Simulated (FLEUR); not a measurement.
**Collinear magnetic orders of GdBi with FLEUR**

Does GdBi prefer parallel or opposed moments?

Main program and level: FLEUR MaX-R8.1; LDA (VWN) with U = 4.02 eV, J = 0.7 eV on Gd f; all-electron FLAPW, Dirac cores, scalar-relativistic bands.

This is a report of a sequence of runs, with most program output left out.

## 1. The starting structure

The structure is cubic, space group Fm-3m (No. 225). The conventional cell has a = 6.388 Å, b = 6.388 Å, c = 6.388 Å, α = 90.00°, β = 90.00°, γ = 90.00°. Gd has 6 Bi at 3.19 Å nearest. Bi has 6 Gd at 3.19 Å nearest. Farther neighbours are not listed.

Structure file:

```cif
data_structure
_symmetry_space_group_name_H-M 'P 1'
_symmetry_Int_Tables_number 1
_cell_length_a 4.5172
_cell_length_b 4.5172
_cell_length_c 4.5172
_cell_angle_alpha 60.000
_cell_angle_beta 60.000
_cell_angle_gamma 60.000
_cell_volume 65.18
loop_
_atom_site_label
_atom_site_type_symbol
_atom_site_fract_x
_atom_site_fract_y
_atom_site_fract_z
_atom_site_occupancy
Gd1 Gd 0.00000 0.00000 0.00000 1
Bi2 Bi 0.50000 0.50000 0.50000 1
```

The cell comes from a database of computed structures and need not be the stable phase.

## 2. Start 1: ferro +

The parallel start is the test of whether parallel moments hold. A Hubbard U acts on the open shell, since semilocal functionals spread its electrons too much.

The file n_mmp_mat seeds the f occupations with whole cubic orbitals by Hund's first rule, so that the U acts from the first pass. inpgen writes inp.xml from crystal.txt; cutoffs, mixing, functional, smearing and local orbitals are then set in the file. The k list default-1 (kpts.xml, not shown) is a Γ-centred 8×8×8 mesh; where the ranks do not divide the number of points, some are split in two of half the weight.

Input file inp.xml:

```
<?xml version="1.0" encoding="UTF-8" standalone="no"?>
<fleurInput fleurInputVersion="0.39">
   <comment>
      GdBi
   </comment>
   <calculationSetup>
      <cutoffs Kmax="3.6" Gmax="10.8" GmaxXC="10.8" numbands="0"/>
      <scfLoop itmax="130" minDistance="0.0001" maxIterBroyd="15" imix="Anderson" alpha="0.05" precondParam="0.0" spinf="2.0" sdNocoIR="T"/>
      <coreElectrons ctail="T" frcor="F" kcrel="0" coretail_lmax="0"/>
      <xcFunctional name="vwn" relativisticCorrections="F"/>
      <magnetism jspins="2"/>
      <soc l_soc="F" theta="0.0" phi="0.0" spav="F"/>
      <expertModes spex="0" secvar="F"/>
      <geometryOptimization l_f="F" forcealpha="1.0" forcemix="BFGS" epsdisp="0.00001" epsforce="0.00001"/>
      <ldaU l_linMix="F" mixParam="0.05" spinf="1.0"/>
   </calculationSetup>
   <cell>
      <bzIntegration valenceElectrons="33.0" mode="hist" fermiSmearingEnergy="0.00293995">
         <kPointListSelection listName="default-1"/>
         <xi:include xmlns:xi="http://www.w3.org/2001/XInclude" href="kpts.xml"> </xi:include>
      </bzIntegration>
      <xi:include xmlns:xi="http://www.w3.org/2001/XInclude" href="sym.xml"> </xi:include>
      <bulkLattice scale="1.0">
         <bravaisMatrix>
            <row-1>    0.0000000000000000     6.0360663268281591     6.0360663268281591</row-1>
            <row-2>    6.0360663268281591     0.0000000000000000     6.0360663268281591</row-2>
            <row-3>    6.0360663268281591     6.0360663268281591     0.0000000000000000</row-3>
         </bravaisMatrix>
      </bulkLattice>
   </cell>
   <atomSpecies>
      <species name="Gadolinium7.001" element="Gd" atomicNumber="64">
         <mtSphere radius="2.8" gridPoints="925" logIncrement="0.014"/>
         <atomicCutoffs lmax="10" lnonsphr="8"/>
         <electronConfig flipSpins="F">
            <coreConfig>(1s1/2) (2s1/2) (2p1/2) (2p3/2) (3s1/2) (3p1/2) (3p3/2) (4s1/2) (3d3/2) (3d5/2) (4p1/2) (4p3/2) (4d3/2) (4d5/2)</coreConfig>
            <valenceConfig>(5s1/2) (5p1/2) (5p3/2) (6s1/2) (4f5/2) (4f7/2) (5d3/2) (5d5/2)</valenceConfig>
            <stateOccupation state="(4f5/2)" spinUp="2.5005" spinDown="0.4995"/>
            <stateOccupation state="(4f7/2)" spinUp="4.0" spinDown="0.0"/>
            <stateOccupation state="(5d3/2)" spinUp="0.4" spinDown="0.0"/>
            <stateOccupation state="(5d5/2)" spinUp="0.6" spinDown="0.0"/>
         </electronConfig>
         <energyParameters s="6" p="6" d="5" f="4"/>
         <ldaU l="3" U="4.02" J="0.7" l_amf="F"/>
         <lo type="SCLO" l="0" n="5" eDeriv="0"/>
         <lo type="SCLO" l="1" n="5" eDeriv="0"/>
      </species>
      <species name="Bismuth (Bi)" element="Bi" atomicNumber="83">
         <mtSphere radius="2.8" gridPoints="925" logIncrement="0.015"/>
         <atomicCutoffs lmax="10" lnonsphr="8"/>
         <electronConfig flipSpins="F">
            <coreConfig>(1s1/2) (2s1/2) (2p1/2) (2p3/2) (3s1/2) (3p1/2) (3p3/2) (4s1/2) (3d3/2) (3d5/2) (4p1/2) (4p3/2) (5s1/2) (4d3/2) (4d5/2) (5p1/2) (5p3/2) (4f5/2) (4f7/2)</coreConfig>
            <valenceConfig>(6s1/2) (5d3/2) (5d5/2) (6p1/2) (6p3/2)</valenceConfig>
            <stateOccupation state="(6p1/2)" spinUp="0.500000" spinDown="0.500000"/>
            <stateOccupation state="(6p3/2)" spinUp="1.000000" spinDown="1.000000"/>
         </electronConfig>
         <energyParameters s="6" p="6" d="6" f="5"/>
         <lo type="SCLO" l="2" n="5" eDeriv="0"/>
      </species>
   </atomSpecies>
   <atomGroups>
      <atomGroup species="Gadolinium7.001">
         <relPos label="                   1">.0000000000 .0000000000 .0000000000</relPos>
         <force calculate="T" relaxXYZ="TTT"/>
      </atomGroup>
      <atomGroup species="Bismuth (Bi)">
         <relPos label="                   2">1.000/2.000 1.000/2.000 1.000/2.000</relPos>
         <force calculate="T" relaxXYZ="TTT"/>
      </atomGroup>
   </atomGroups>
   <output dos="F" band="F" slice="F">
      <bandDOS minEnergy="-.5*Htr" maxEnergy="0.5*Htr" sigma="0.015" storeEVData="T"/>
      <plotting iplot="0" polar="F">
         <plot TwoD="T" vec1="  1.0  0.0  0.0" vec2="  0.0  1.0  0.0" vec3="  0.0  0.0  1.0" zero="  0.0  0.0  0.0" file="plot"/>
      </plotting>
      <moessbauerParams electricFieldGradient="F" isomerShift="F" coreHyperfine="F" valenceHyperfine="F"/>
   </output>
</fleurInput>
```

Input file crystal.txt:

```
GdBi
&input film=F cartesian=F /
0.00000000000  3.19414874370  3.19414874370
3.19414874370  0.00000000000  3.19414874370
3.19414874370  3.19414874370  0.00000000000
1.8897261246
1.0 1.0 1.0

2
64 0.00000000000  0.00000000000  0.00000000000 : 7.001
83 0.50000000000  0.50000000000  0.50000000000

&kpt div1=8 div2=8 div3=8 gamma=T /
```

Run with:

```
OMP_NUM_THREADS=1 inpgen -f crystal.txt > inpgen.log  # inp.xml is then edited as shown
OMP_NUM_THREADS=1 mpirun -n 4 fleur_MPI > fleur.log
```

Run time: 20 s. Hardware: 4 MPI ranks of Arm Neoverse V2, shared host; peak memory 0.23 GiB.

Read from the output:

| Item | Value |
| --- | --- |
| free energy | -893708.4105 eV |
| program's band gap on this mesh (in a metal only a level spacing) | 0 eV |
| magnetization | 7.012 μB |
| final state | ferromagnetic, with opposed induced moments |
| largest moment | 7.041 μB |

After 21 cycles the largest moment stands at 7.04 μB.

## 3. Order 2, typed as antiferro q=(0,1/2,1/2) +-

Another pattern of signs weighs the neighbour shells otherwise.

This order needs a doubled cell of 4 atoms. The mesh is halved along the doubled vector, so that both cells sample the same points. The k list default-1 (kpts.xml, not shown) is a Γ-centred 8×4×8 mesh.

inp.xml, as its differences from that of step 2:

```diff
@@ -17,3 +17,3 @@
    <cell>
-      <bzIntegration valenceElectrons="33.0" mode="hist" fermiSmearingEnergy="0.00293995">
+      <bzIntegration valenceElectrons="66.0" mode="hist" fermiSmearingEnergy="0.00293995">
          <kPointListSelection listName="default-1"/>
@@ -25,4 +25,4 @@
             <row-1>    0.0000000000000000     6.0360663268281591     6.0360663268281591</row-1>
-            <row-2>    6.0360663268281591     0.0000000000000000     6.0360663268281591</row-2>
-            <row-3>    6.0360663268281591     6.0360663268281591     0.0000000000000000</row-3>
+            <row-2>   12.0721326536563183     0.0000000000000000    12.0721326536563183</row-2>
+            <row-3>   12.0721326536563183     6.0360663268281591     6.0360663268281591</row-3>
          </bravaisMatrix>
@@ -41,2 +41,18 @@
             <stateOccupation state="(5d5/2)" spinUp="0.6" spinDown="0.0"/>
+         </electronConfig>
+         <energyParameters s="6" p="6" d="5" f="4"/>
+         <ldaU l="3" U="4.02" J="0.7" l_amf="F"/>
+         <lo type="SCLO" l="0" n="5" eDeriv="0"/>
+         <lo type="SCLO" l="1" n="5" eDeriv="0"/>
+      </species>
+      <species name="Gadolinium-7.001" element="Gd" atomicNumber="64">
+         <mtSphere radius="2.8" gridPoints="925" logIncrement="0.014"/>
+         <atomicCutoffs lmax="10" lnonsphr="8"/>
+         <electronConfig flipSpins="F">
+            <coreConfig>(1s1/2) (2s1/2) (2p1/2) (2p3/2) (3s1/2) (3p1/2) (3p3/2) (4s1/2) (3d3/2) (3d5/2) (4p1/2) (4p3/2) (4d3/2) (4d5/2)</coreConfig>
+            <valenceConfig>(5s1/2) (5p1/2) (5p3/2) (6s1/2) (4f5/2) (4f7/2) (5d3/2) (5d5/2)</valenceConfig>
+            <stateOccupation state="(4f5/2)" spinUp="0.4995" spinDown="2.5005"/>
+            <stateOccupation state="(4f7/2)" spinUp="0.0" spinDown="4.0"/>
+            <stateOccupation state="(5d3/2)" spinUp="0.0" spinDown="0.4"/>
+            <stateOccupation state="(5d5/2)" spinUp="0.0" spinDown="0.6"/>
          </electronConfig>
@@ -65,4 +81,12 @@
       </atomGroup>
+      <atomGroup species="Gadolinium-7.001">
+         <relPos label="                   2">.0000000000 1.000/2.000 .0000000000</relPos>
+         <force calculate="T" relaxXYZ="TTT"/>
+      </atomGroup>
       <atomGroup species="Bismuth (Bi)">
-         <relPos label="                   2">1.000/2.000 1.000/2.000 1.000/2.000</relPos>
+         <relPos label="                   3">1.000/2.000 .0000000000 1.000/2.000</relPos>
+         <force calculate="T" relaxXYZ="TTT"/>
+      </atomGroup>
+      <atomGroup species="Bismuth (Bi)">
+         <relPos label="                   4">1.000/2.000 1.000/2.000 1.000/2.000</relPos>
          <force calculate="T" relaxXYZ="TTT"/>
```

Input file crystal.txt:

```
GdBi
&input film=F cartesian=F /
0.00000000000  3.19414874370  3.19414874370
6.38829748740  0.00000000000  6.38829748740
6.38829748740  3.19414874370  3.19414874370
1.8897261246
1.0 1.0 1.0

4
64 0.00000000000  0.00000000000  0.00000000000 : 7.001
64 0.00000000000  0.50000000000  0.00000000000 : -7.001
83 0.50000000000  0.00000000000  0.50000000000
83 0.50000000000  0.50000000000  0.50000000000

&kpt div1=8 div2=4 div3=8 gamma=T /
```

The job ended after 3.6 min (4 MPI ranks; peak memory 0.56 GiB).

Spin moment in the muffin-tin sphere by atom:

```
atom  spin moment in the muffin-tin sphere (μB)
 Gd1                                       7.06
 Gd2                                      -7.06
 Bi3                                       0.02
 Bi4                                      -0.02
```

Numbers from this step:

```
free energy                                                       : -1787416.8278 eV
program's band gap on this mesh (in a metal only a level spacing) : 1.39e-8 eV
magnetization                                                     : 0 μB
final state                                                       : antiferromagnetic
```

It lies 3.45 meV a seeded atom under the first start, and its largest moment is 7.06 μB against 7.04 μB.

## 4. Run 3 (antiferro q=(0,0,1/2) +-)

The cell is doubled to 4 atoms to hold this order. The mesh is halved along the doubled vector, so that both cells sample the same points. The k list default-1 (kpts.xml, not shown) is a Γ-centred 8×8×4 mesh.

inp.xml, as its differences from that of step 3:

```diff
@@ -25,4 +25,4 @@
             <row-1>    0.0000000000000000     6.0360663268281591     6.0360663268281591</row-1>
-            <row-2>   12.0721326536563183     0.0000000000000000    12.0721326536563183</row-2>
-            <row-3>   12.0721326536563183     6.0360663268281591     6.0360663268281591</row-3>
+            <row-2>    6.0360663268281591     0.0000000000000000     6.0360663268281591</row-2>
+            <row-3>   12.0721326536563183    12.0721326536563183     0.0000000000000000</row-3>
          </bravaisMatrix>
@@ -82,3 +82,3 @@
       <atomGroup species="Gadolinium-7.001">
-         <relPos label="                   2">.0000000000 1.000/2.000 .0000000000</relPos>
+         <relPos label="                   2">.0000000000 .0000000000 1.000/2.000</relPos>
          <force calculate="T" relaxXYZ="TTT"/>
@@ -86,7 +86,4 @@
       <atomGroup species="Bismuth (Bi)">
-         <relPos label="                   3">1.000/2.000 .0000000000 1.000/2.000</relPos>
-         <force calculate="T" relaxXYZ="TTT"/>
-      </atomGroup>
-      <atomGroup species="Bismuth (Bi)">
-         <relPos label="                   4">1.000/2.000 1.000/2.000 1.000/2.000</relPos>
+         <relPos label="                   3">1.000/2.000 1.000/2.000 1.000/4.000</relPos>
+         <relPos label="                   4">1.000/2.000 1.000/2.000 -1.000/4.000</relPos>
          <force calculate="T" relaxXYZ="TTT"/>
```

Input file crystal.txt:

```
GdBi
&input film=F cartesian=F /
0.00000000000  3.19414874370  3.19414874370
3.19414874370  0.00000000000  3.19414874370
6.38829748740  6.38829748740  0.00000000000
1.8897261246
1.0 1.0 1.0

4
64 0.00000000000  0.00000000000  0.00000000000 : 7.001
64 0.00000000000  0.00000000000  0.50000000000 : -7.001
83 0.50000000000  0.50000000000  0.25000000000
83 0.50000000000  0.50000000000  0.75000000000

&kpt div1=8 div2=8 div3=4 gamma=T /
```

Run time: 3.5 min. Hardware: 4 MPI ranks; peak memory 0.56 GiB; 14 min of CPU time.

Spin moment in the muffin-tin sphere by atom:

```
atom  spin moment in the muffin-tin sphere (μB)
 Gd1                                       7.09
 Gd2                                      -7.09
 Bi3                                       0.00
 Bi4                                       0.00
```

This step gave:

| Property | Result |
| --- | --- |
| free energy | -1787416.8403 eV |
| program's band gap on this mesh (in a metal only a level spacing) | 6.94e-4 eV |
| magnetization | 0 μB |
| final state | antiferromagnetic |

It lies 9.68 meV a seeded atom under the first start, and its largest moment is 7.09 μB against 7.04 μB.

## 5. The states side by side

Free energies are divided by the number of seeded atoms, so that cells of unlike size compare. Wavevectors q in the names are fractions of the primitive cell's reciprocal vectors.

Orders:

```
                     start                                  final state  typed order kept  energy over the lowest (meV a seeded atom)  largest sphere moment (μB)  net moment (μB a primitive cell)  mesh matched  CPU time (s)
                   ferro +  ferromagnetic, with opposed induced moments               yes                                       9.678                       7.041                             7.012           yes         80.99
antiferro q=(0,1/2,1/2) +-                            antiferromagnetic               yes                                       6.232                       7.065                                 0           yes         853.5
  antiferro q=(0,0,1/2) +-                            antiferromagnetic               yes                                           0                        7.09                                 0           yes         832.5
```

## 6. Summary of results

```json
{"lowest state found": "antiferromagnetic (typed antiferro q=(0,0,1/2) +-)", "largest site spin moment": "7.09 μB", "next finished state": "antiferromagnetic, 6.23 meV a seeded atom higher"}
```

The lowest state found is antiferromagnetic, reached from the start antiferro q=(0,0,1/2) +-, with moments up to 7.09 μB. The next finished state costs 6.2 meV a seeded atom. This is the lowest of 3 finished starts, no proof of the ground state. The f shell is half filled, so the spin-only picture is fair.

[Logs and program files are shortened in this print: banners, set-up blocks, solver, clock and traceback lines can be left out without a mark of their own.]

[Logs are printed without paths, hosts, clocks, repeated set-up lines and the standing remarks that a program may print on its own settings, such as how far it seeks lower states.]

[Hosts, paths, dates, database ids (printed as entryN), source tags and the programs' standing remarks are cut or masked in the printed files.]

[Where a cell is said to come from a database of computed structures, the database is the Materials Project.]
